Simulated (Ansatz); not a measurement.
# NaLiHfN2: complex band structure, part 2 of 3

Aim: relax a made-up compound, NaLiHfN2, and see how good a tunnel barrier it would be. It is built by putting Na for part of the Li in the Li2HfN2 structure of space group P-3m1, with the volume rescaled by atomic radii. The parent structure comes from the Materials Project.

Ansatz 0.2.0; LDA DFT, plane waves, PAW files (the session's first sound run).

So far. Step 2 (Relaxing the new crystal): The largest force component on a free atom ends at 0.0028 eV/Å.

The structure was built from a prototype and need not be the compound's stable phase.

### Step 3. The bulk crystal and its band edges

The energy window and the wavevectors of the next steps follow from the band edges, so these are searched first, off the mesh as well.

The input, input.yaml:

```yaml
crystal:
  lattice:
    - [3.2403698411, 0.0, 0.0]
    - [-1.6201849205, 2.8062426, 0.0]
    - [0.0, 0.0, 6.3955696445]
  atoms:
    - { symbol: Li, position: [0.6666666667, 0.3333333333, 0.3128277902] }
    - { symbol: Na, position: [0.3333333333, 0.6666666667, 0.6200984836] }
    - { symbol: Hf, position: [0.0, 0.0, 0.0106195546] }
    - { symbol: "N", position: [0.6666666667, 0.3333333333, 0.8445125247] }
    - { symbol: "N", position: [0.3333333333, 0.6666666667, 0.2119416469] }
kpoints:
  mp_grid: { grid: [8, 8, 4] }
  band_path: { path: [VBM, CBM], npoints: 30 }
scf:
  occupations: { method: fixed }
hamiltonian:
  xc: lda
output:
  eigenvalues: true
  write_potential: true
  write_density: true
  volumetric_format: npy
  elf: true
```

Launch:

```
$ ansatz run input.yaml --threads 2 --pin off --max-ram 4096MiB --backend cpu --events-out ev --progress --plain --runs-dir out
```

Numbers of over 12 decimals in the logs are rounded to 6 here.

What it wrote:

```text
[...]
Crystal: 5 atoms, lattice volume = 58.157 Å³
Basis set: ecut = 420 eV, 1137 PW (Γ)
Bands: 29, of which v1, the nominal top of the filled ones, is band 24 counted from 1 (23 counted from 0)
Symmetry: 6 space group operations
[...]
k-points: 35 of 256 (time reversal used)
[...]
SCF iter   1: F=—  HF=-17898.236120 eV  |F-HF|=—  |Δ(HF+E_count)|=         —  Δρ=1.23e-2  dr2=8.87e-2  ethr=1.77e-3  ⟨swp⟩=4.5  Hψ=3177  notcnv=0  defer=76
[...]
SCF iter   8: F=-17898.208036 eV  HF=-17898.208036 eV  |F-HF|=4.70e-8  |Δ(HF+E_count)|=   6.08e-8  Δρ=1.06e-5  dr2=8.53e-8  ethr=2.08e-10  ⟨swp⟩=6.9  Hψ=3642  notcnv=0
SCF 1 converged in 8 iterations: F = -17898.208036 eV  dr2 = 8.53e-8
[...]
NSCF: frozen V_eff on 34 k-points
[...]
SCF converged after 8 iterations
Free energy (F): -17898.208036 eV
[...]
Internal energy: -17898.208036 eV  (E = F + TS)
E sigma→0 (E₀):  -17898.208036 eV
Fermi energy:    11.170641 eV
[...]
--- Band table (eV; the first three rows and the last of 35) ---
  k-point 0: bands = [... 20 lower, 8.2646, 10.2989, 11.1706, 11.1706, 12.5161, 14.6500, 14.6500, 15.5090, ... 1 higher]
  k-point 1: bands = [... 20 lower, 8.2640, 9.4655, 11.1689, 11.1689, 13.3512, 14.6416, 14.6416, 15.5225, ... 1 higher]
  k-point 2: bands = [... 20 lower, 8.2636, 8.7079, 11.1683, 11.1683, 14.0460, 14.6334, 14.6334, 15.5329, ... 1 higher]
  k-point 34: bands = [... 20 lower, 8.1918, 9.0068, 9.3695, 9.8453, 14.5046, 15.1510, 15.9728, 16.5194, ... 1 higher]
```

Wall time 9.3 s (2 threads of Arm Neoverse V2, shared host); peak memory 0.35 GiB.

The column dr2 measures how far the density is from self-consistency, as an energy; F and HF (Harris–Foulkes) agree once it is small.

This step gave:

| Property | Result |
| --- | --- |
| Fermi energy | 11.17 eV |
| gap on the k-mesh | 1.345 eV |
| gap on path | 1.345 eV, by band count; negative where bands overlap |
| direct gap on path | 1.345 eV |
| edge places on path | 0, 0 1/A along the path |

Levels at VBM (eV): -4.89, -2.91, -2.91, -0.87, 0.00, 0.00, 1.35, 3.48, 3.48, 4.34, 7.62.

Valence density in the ac plane at fractional y = 0.333, with atoms of Li and N within 0.2 Å of it. It is the smooth field of the valence electrons, not physical close to the nuclei.

Ten steps, logarithmic in the rise over the least value, from '0' (0.0 e/Å³) to '9' (7.4 e/Å³), each cell a mean:
```
44554433445555443
33333334567776654
33222335678887754
32222235678888754
32111234577887654
21111223456666543
11111112334444332
11111111222322211
11222111111111111
01111100000000000
00111000000000000
00000000000000000
00000000000000000
00000000001221000
11111111135665211
12222211268998521
22333222368998522
33343332247876322
34444332222322222
34444332211111122
34444332211111122
34444432221111222
45555432222222223
45555433333333333
```
Columns run along a (3.2 Å), rows up along c (6.4 Å). Atoms in or near the plane, at fractional coordinates: Li at (0.67, 0.31), N at (0.67, 0.84).

ELF in the ac plane at fractional y = 0.333, with atoms of Li and N within 0.2 Å of it. It is the smooth field of the valence electrons, not physical close to the nuclei.

Ten even steps from '_' (0.01) to '@' (0.98), each cell a mean:
```
....::::......::++##########**==::
::..........::++##%%##**######**==
--..______::==##%%##++----**%%%%**
++::..__..--**%%%%##--__..++##%%##
++::..__..--**##%%##**====**%%%%##
==..______::++##%%%%%%####%%%%##**
..__________::==**####%%%%####**--
______________..==****####**++--..
______..________..--++++++==--..__
______..__________..::----::..____
____________________........______
__________________________________
__________________________________
..::::::::::..________....________
::--======--::____..++####==______
--++++**++==::____==@@@@@@%%::__..
==********++--..__==%%@@@@##::__..
++**######**++::__..==****--____--
******##****++--..____________..==
==++++++++++==--::..________..::--
::::----::::::::......____......::
....::::..........................
..::::::::....__....::----::....__
..::::--::......::==++++++++--....
```
Columns run along a (3.2 Å), rows up along c (6.4 Å). Atoms in or near the plane, at fractional coordinates: Li at (0.67, 0.31), N at (0.67, 0.84).

Electrostatic potential energy in the ac plane at fractional y = 0.333, with atoms of Li and N within 0.2 Å of it. With pseudopotentials it is smooth inside the atoms' cores, unlike the true potential.

Values in eV, 24 rows by 14 columns, each cell a mean:
```
  3  -1  -3  -2   1   6   9   9   7   4   5   8   9   7
  7   4   2   3   5   8   8   1 -13 -20 -17  -6   6   9
 10   8   7   8   9  10   5 -13 -28 -30 -29 -22  -3   9
 12  12  11  11  12  12   4 -19 -29 -30 -30 -26  -6  10
 13  13  13  13  13  13   8  -9 -25 -30 -29 -18   1  12
 14  13  13  13  13  14  12   6  -6 -13 -10   0  10  13
 13  12  11  11  12  13  14  14  13  11  12  13  14  14
 11  10   9  10  11  12  13  14  14  14  14  14  14  13
 10   9   8   8   9  11  12  13  14  14  14  14  13  12
 10   9   8   8   9  11  12  12  13  13  13  13  12  11
 10  10   9   9  10  11  11  12  12  12  12  12  12  11
 11  11  11  11  11  11  11  11  11  11  11  11  11  11
 12  12  12  12  12  12  11  10   9   9   9  10  11  11
 13  13  14  13  13  12  10   8   4   2   3   6   9  11
 13  14  14  14  14  12   9   2  -6 -11  -9  -2   6  11
 13  14  14  14  14  12   7  -5 -16 -24 -21 -11   1  10
 13  14  14  14  14  12   7  -5 -17 -25 -21 -11   1  10
 13  14  14  14  13  12   9   0  -9 -15 -13  -5   5  11
 13  12  12  12  12  12  12   9   5   1   2   7  11  12
 11  11  10  10  11  12  12  11  11  10  10  11  12  12
  9   8   7   7   9  10  11  12  12  12  12  12  12  11
  5   2   1   2   4   7  10  12  13  13  13  12  11   8
  2  -2  -4  -3   0   5   9  11  13  13  13  12  10   7
  1  -4  -6  -5  -1   4   8  11  12  13  13  12  10   6
```
Columns run along a (3.2 Å; values clipped at the 3rd and 97th percentile), rows up along c (6.4 Å). Atoms in or near the plane, at fractional coordinates: Li at (0.67, 0.31), N at (0.67, 0.84).

The searched edges give 1.35 eV, as on the mesh.

### Step 4. Complex bands, plane (100), k-mesh 8×4×8

This step: LDA DFT, plane waves, PAW files; complex bands by layer matching along the plane's normal (Ansatz 0.2.0).

The same crystal is laid in a cell whose first two vectors span the (100) plane (indices of the standard conventional cell, whose axes can be ordered otherwise than in the bulk input). At fixed energy and wavevector in the plane the solver finds all kz, real and complex. A few wavevectors are listed, (0, 0) and (0.5, 0) in units of the plane's reciprocal vectors; the slowest state needn't be among them.

The input, input.yaml:

```yaml
crystal:
  lattice:
    - [3.240369841, 0.0, 0.0]
    - [0.0, 6.395569645, 0.0]
    - [1.620184921, 0.0, 2.8062426]
  atoms:
    - { symbol: Li, position: [0.6666666667, 0.3128277902, 0.6666666667] }
    - { symbol: Na, position: [0.3333333333, 0.6200984836, 0.3333333333] }
    - { symbol: Hf, position: [0.0, 0.0106195546, 0.0] }
    - { symbol: "N", position: [0.6666666667, 0.8445125247, 0.6666666667] }
    - { symbol: "N", position: [0.3333333333, 0.2119416469, 0.3333333333] }
kpoints:
  mp_grid: { grid: [8, 4, 8] }
scf:
  occupations: { method: fixed }
hamiltonian:
  xc: lda
output:
  eigenvalues: true
  transmission:
    leads: [[0, 0]]
    kpoints: [[0.0, 0.0], [0.5, 0.0]]
    e_range: [-1.0, 2.35]
    de: 0.08
```

What it wrote:

```text
[...]
Crystal: 5 atoms, lattice volume = 58.157 Å³
Basis set: ecut = 420 eV, 1137 PW (Γ)
Bands: 29, of which v1, the nominal top of the filled ones, is band 24 counted from 1 (23 counted from 0)
Symmetry: 6 space group operations
[...]
k-points: 35 of 256 (time reversal used)
[...]
SCF iter   1: F=—  HF=-17898.236117 eV  |F-HF|=—  |Δ(HF+E_count)|=         —  Δρ=1.23e-2  dr2=8.87e-2  ethr=1.77e-3  ⟨swp⟩=4.4  Hψ=3182  notcnv=0  defer=76
[...]
SCF iter   8: F=-17898.208036 eV  HF=-17898.208036 eV  |F-HF|=4.73e-8  |Δ(HF+E_count)|=   6.02e-8  Δρ=1.06e-5  dr2=8.55e-8  ethr=2.08e-10  ⟨swp⟩=6.7  Hψ=3614  notcnv=0
SCF 1 converged in 8 iterations: F = -17898.208036 eV  dr2 = 8.55e-8
[...]
transmission: 4 of 8 steps passed
transmission: 8 of 8 steps passed
SCF converged after 8 iterations
Free energy (F): -17898.208036 eV
[...]
Internal energy: -17898.208036 eV  (E = F + TS)
E sigma→0 (E₀):  -17898.208036 eV
Fermi energy:    11.170641 eV
[...]
--- Band table (eV; the first three rows and the last of 35) ---
  k-point 0: bands = [... 20 lower, 8.2646, 10.2989, 11.1706, 11.1706, 12.5161, 14.6500, 14.6500, 15.5090, ... 1 higher]
  k-point 1: bands = [... 20 lower, 8.4151, 10.1726, 10.6075, 10.7992, 12.8744, 14.4409, 15.1521, 15.8739, ... 1 higher]
  k-point 2: bands = [... 20 lower, 8.6357, 8.6679, 10.2918, 10.7259, 13.5851, 13.9395, 16.0659, 16.3308, ... 1 higher]
  k-point 34: bands = [... 20 lower, 8.1918, 9.0068, 9.3695, 9.8453, 14.5046, 15.1510, 15.9728, 16.5194, ... 1 higher]
--- Transmission ---
  basis      : 183 plane waves across, 4 finite elements along
  points     : 2, as listed
  energies   : 42 from -1.000000 to 2.280000 eV about the Fermi level, 0.080000 eV apart; the leads are filled to 0.672742 eV, and channels, transmission and decay are at 0.680000 eV
  crystal 0  : Li1N2Hf1Na1, at the sites [0, 0], period 2.8062 Å: whole cells are its period
    offset         : up to 0.0000 Å between an atom of the period and one for which it stands
    channels       : 0.000000e0 a spin
    conductance    : none, the energies end too early or step too widely for 300 K: set another output.transmission.e_range or a lower de, or, where they end at an eighth of basis.ecutwfc, a higher one
    slowest decay  : 0.1728 /Å at (0.0000, 0.0000)
```

Wall time 17 s (2 threads); peak memory 0.53 GiB; 34 s of CPU time.

This step gave:

* level to which the leads are filled: 0.6727 eV from the Fermi level
* decay constant at the filling level, zone centre: 0.1728 Å⁻¹
* decay constant at the filling level, slowest listed point: 0.1728 Å⁻¹

K parallel (0, 0); values up to 1.5 1/Å, a degenerate pair printed once or twice; energies at which all values exceed this have no row. Table of Im kz of the slowest decaying states by energy, zero at the highest filled level on the SCF mesh:

```csv
energy (eV),decay 1 (Å⁻¹),decay 2 (Å⁻¹),decay 3 (Å⁻¹),decay 4 (Å⁻¹)
-1.00,0.109,0.146,0.295,0.795
-0.84,0.180,0.317,0.768,1.02
-0.68,0.0244,0.335,0.360,0.740
-0.52,0.349,0.458,0.711,0.986
-0.36,0.102,0.361,0.533,0.682
-0.20,0.198,0.371,0.600,0.652
-0.04,0.254,0.378,0.620,0.665
0.12,0.0844,0.139,0.294,0.384
0.28,0.124,0.202,0.326,0.388
0.44,0.150,0.243,0.353,0.391
0.60,0.167,0.272,0.375,0.391
0.84,0.179,0.303,0.389,0.402
1.00,0.174,0.317,0.384,0.395
1.16,0.148,0.327,0.361,0.376
1.32,0.0622,0.334,0.335,0.365
1.48,0.319,0.338,0.349,0.468
1.64,0.311,0.325,0.339,0.498
1.80,0.288,0.307,0.337,0.521
1.96,0.225,0.304,0.333,0.503
2.12,0.0364,0.302,0.327,0.486
2.28,0.299,0.318,0.475,0.550
```

K parallel (0, 0). Table of Re kz of states that move upwards by energy, zero at the highest filled level on the SCF mesh:

```csv
energy (eV),channel 1 (Å⁻¹),channel 2 (Å⁻¹),channel 3 (Å⁻¹),channel 4 (Å⁻¹)
-1.00,-0.857,-0.280,-,-
-0.84,-0.786,-0.527,-0.249,0.0819
-0.76,-0.751,-0.473,-0.230,0.160
-0.60,-0.673,-0.387,-0.223,0.247
-0.44,-0.552,-0.311,-0.176,0.400
-0.36,-0.274,-0.157,-,-
-0.20,-0.193,-0.113,-,-
-0.12,-0.146,-0.0861,-,-
-0.04,-0.0804,-0.0479,-,-
0.04,-,-,-,-
0.20,-,-,-,-
0.28,-,-,-,-
0.44,-,-,-,-
0.60,-,-,-,-
0.68,-,-,-,-
0.84,-,-,-,-
1.00,-,-,-,-
1.08,-,-,-,-
1.24,-,-,-,-
1.40,0.0963,-,-,-
1.48,0.158,-,-,-
1.64,0.249,-,-,-
1.72,0.288,-,-,-
1.88,0.358,-,-,-
2.04,0.421,-,-,-
2.12,0.451,-,-,-
2.28,-0.849,0.509,-,-
```

K parallel (0.5, 0); values up to 1.5 1/Å, a degenerate pair printed once or twice; energies at which all values exceed this have no row. The Im kz of the slowest decaying states by energy, zero at the highest filled level on the SCF mesh:

```csv
energy (eV),decay 1 (Å⁻¹),decay 2 (Å⁻¹),decay 3 (Å⁻¹),decay 4 (Å⁻¹)
-1.00,0.129,0.568,1.06,1.10
-0.76,0.129,0.394,0.669,1.02
-0.52,0.199,0.484,0.747,0.963
-0.28,0.237,0.541,0.856,1.14
-0.04,0.261,0.580,0.851,1.22
0.20,0.276,0.606,0.841,1.22
0.44,0.283,0.621,0.829,1.23
0.60,0.285,0.626,0.821,1.23
0.84,0.282,0.627,0.808,1.23
1.08,0.271,0.622,0.795,1.24
1.32,0.253,0.613,0.782,1.25
1.56,0.224,0.599,0.769,1.27
1.80,0.179,0.583,0.755,1.30
2.04,0.0955,0.564,0.740,1.35
2.28,0.541,0.725,1.28,1.37
```

At the listed wavevectors the last open channel is at -0.04 eV and the next at +1.40 eV on the grid. At +0.68 eV, the grid energy nearest the filling level (the middle of the gap on the SCF mesh), the slowest state at the listed wavevectors decays with κ = 0.173 Å⁻¹, its amplitude falling by e over 5.8 Å. Through 1 nm of this crystal that state's transmission falls by exp(−2 × 0.173 Å⁻¹ × 10 Å) = 0.032.

### Step 5. Complex bands, plane (001), k-mesh 8×8×4

The same for the (001) plane, at (0, 0) and (0.5, 0), to see how the decay depends on direction.

input.yaml, the sections that differ from step 4:

```yaml
crystal:
  lattice:
    - [3.240369841, 0.0, 0.0]
    - [1.620184921, 2.8062426, 0.0]
    - [0.0, 0.0, 6.395569644]
  atoms:
    - { symbol: Li, position: [0.3333333333, 0.3333333333, 0.3128277902] }
    - { symbol: Na, position: [0.6666666667, 0.6666666667, 0.6200984836] }
    - { symbol: Hf, position: [0.0, 0.0, 0.0106195546] }
    - { symbol: "N", position: [0.3333333333, 0.3333333333, 0.8445125247] }
    - { symbol: "N", position: [0.6666666667, 0.6666666667, 0.2119416469] }
kpoints:
  mp_grid: { grid: [8, 8, 4] }
# scf, hamiltonian, output: as in step 4
```

What it wrote:

```text
[...]
Crystal: 5 atoms, lattice volume = 58.157 Å³
Basis set: ecut = 420 eV, 1137 PW (Γ)
Bands: 29, of which v1, the nominal top of the filled ones, is band 24 counted from 1 (23 counted from 0)
Symmetry: 6 space group operations
[...]
k-points: 35 of 256 (time reversal used)
[...]
SCF iter   1: F=—  HF=-17898.236122 eV  |F-HF|=—  |Δ(HF+E_count)|=         —  Δρ=1.23e-2  dr2=8.87e-2  ethr=1.77e-3  ⟨swp⟩=4.5  Hψ=3177  notcnv=0  defer=76
[...]
SCF iter   8: F=-17898.208036 eV  HF=-17898.208036 eV  |F-HF|=4.70e-8  |Δ(HF+E_count)|=   6.07e-8  Δρ=1.06e-5  dr2=8.53e-8  ethr=2.08e-10  ⟨swp⟩=6.9  Hψ=3643  notcnv=0
SCF 1 converged in 8 iterations: F = -17898.208036 eV  dr2 = 8.53e-8
[...]
transmission: 10 of 20 steps passed
transmission: 20 of 20 steps passed
SCF converged after 8 iterations
Free energy (F): -17898.208036 eV
[...]
Internal energy: -17898.208036 eV  (E = F + TS)
E sigma→0 (E₀):  -17898.208036 eV
Fermi energy:    11.170641 eV
[...]
--- Band table (eV; the first three rows and the last of 35) ---
  k-point 0: bands = [... 20 lower, 8.2646, 10.2989, 11.1706, 11.1706, 12.5161, 14.6500, 14.6500, 15.5090, ... 1 higher]
  k-point 1: bands = [... 20 lower, 8.2640, 9.4655, 11.1689, 11.1689, 13.3512, 14.6416, 14.6416, 15.5225, ... 1 higher]
  k-point 2: bands = [... 20 lower, 8.2636, 8.7079, 11.1683, 11.1683, 14.0460, 14.6334, 14.6334, 15.5329, ... 1 higher]
  k-point 34: bands = [... 20 lower, 8.1918, 9.0068, 9.3695, 9.8453, 14.5046, 15.1510, 15.9728, 16.5194, ... 1 higher]
--- Transmission ---
  basis      : 85 plane waves across, 10 finite elements along
  points     : 2, as listed
[...]
crystal 0  : Na1N2Hf1Li1, at the sites [0, 0], period 6.3956 Å: whole cells are its period
[...]
channels       : 0.000000e0 a spin
[...]
slowest decay  : 0.1455 /Å at (0.0000, 0.0000)
```

It took 7.2 s on 2 threads; peak memory 0.35 GiB; 11 s of CPU time.

Numbers from this step:

* decay constant at the filling level, zone centre: 0.1454 Å⁻¹
* decay constant at the filling level, slowest listed point: 0.1455 Å⁻¹

K parallel (0, 0); values up to 1.5 1/Å, a degenerate pair printed once or twice; energies at which all values exceed this have no row. The Im kz of the slowest decaying states by energy, zero at the highest filled level on the SCF mesh:

```csv
energy (eV),decay 1 (Å⁻¹),decay 2 (Å⁻¹),decay 3 (Å⁻¹),decay 4 (Å⁻¹)
-1.00,1.09,1.14,1.28,1.30
-0.84,0.0399,1.07,1.13,1.27
-0.76,0.0714,1.06,1.13,1.27
-0.60,0.106,1.03,1.11,1.26
-0.44,0.127,0.987,1.09,1.24
-0.36,0.135,0.962,1.08,1.24
-0.20,0.146,0.889,1.05,1.22
-0.12,0.151,0.823,1.02,1.22
-0.04,0.154,0.667,0.992,1.21
0.04,0.156,0.763,0.918,1.20
0.20,0.158,0.954,1.19,1.23
0.28,0.158,0.976,1.18,1.23
0.44,0.156,1.00,1.17,1.22
0.60,0.150,1.02,1.16,1.21
0.68,0.145,1.02,1.15,1.20
0.84,0.133,1.03,1.13,1.19
1.00,0.116,1.04,1.12,1.18
1.08,0.104,1.04,1.11,1.17
1.24,0.0682,1.04,1.10,1.16
1.40,1.04,1.08,1.15,-
1.48,1.04,1.07,1.15,-
1.64,1.03,1.05,1.14,-
1.72,1.03,1.05,1.13,-
1.88,1.02,1.03,1.12,-
2.04,1.01,1.02,1.11,-
2.12,0.999,1.01,1.10,-
2.28,0.979,1.00,1.09,-
```

K parallel (0.5, 0); values up to 1.5 1/Å, a degenerate pair printed once or twice; energies at which all values exceed this have no row. Im kz of the slowest decaying states against energy, zero at the highest filled level on the SCF mesh:

```csv
energy (eV),decay 1 (Å⁻¹),decay 2 (Å⁻¹),decay 3 (Å⁻¹),decay 4 (Å⁻¹)
-1.00,0.530,0.762,1.19,-
-0.76,0.178,0.514,0.736,1.32
-0.52,0.263,0.695,0.716,1.37
-0.28,0.310,0.697,0.777,1.37
-0.04,0.338,0.679,0.828,1.36
0.20,0.354,0.660,0.865,1.35
0.44,0.361,0.641,0.892,1.34
0.60,0.362,0.627,0.906,1.31
0.84,0.356,0.606,0.924,1.21
1.08,0.340,0.583,0.937,1.16
1.32,0.311,0.558,0.947,1.12
1.56,0.259,0.530,0.955,1.09
1.80,0.132,0.500,0.960,1.05
2.04,0.467,0.964,1.02,1.46
2.28,0.240,0.431,0.965,0.986
```

At the listed wavevectors the last open channel is at -0.92 eV and the next at +1.40 eV on the grid, wider than the gap, since narrow bands can fall between grid energies. At +0.68 eV, the grid energy nearest the filling level (the middle of the gap on the SCF mesh), the slowest state at the listed wavevectors decays with κ = 0.145 Å⁻¹, its amplitude falling by e over 6.9 Å; the first such run, plane (100), gave 0.173 Å⁻¹.

[end of part 2 of 3]

[Logs are printed without paths, hosts, clocks, repeated set-up lines and the standing remarks that a program may print on its own settings, such as how far it seeks lower states.]

[Hosts, paths, dates, database ids (printed as entryN), source tags and the programs' standing remarks are cut or masked in the printed files.]
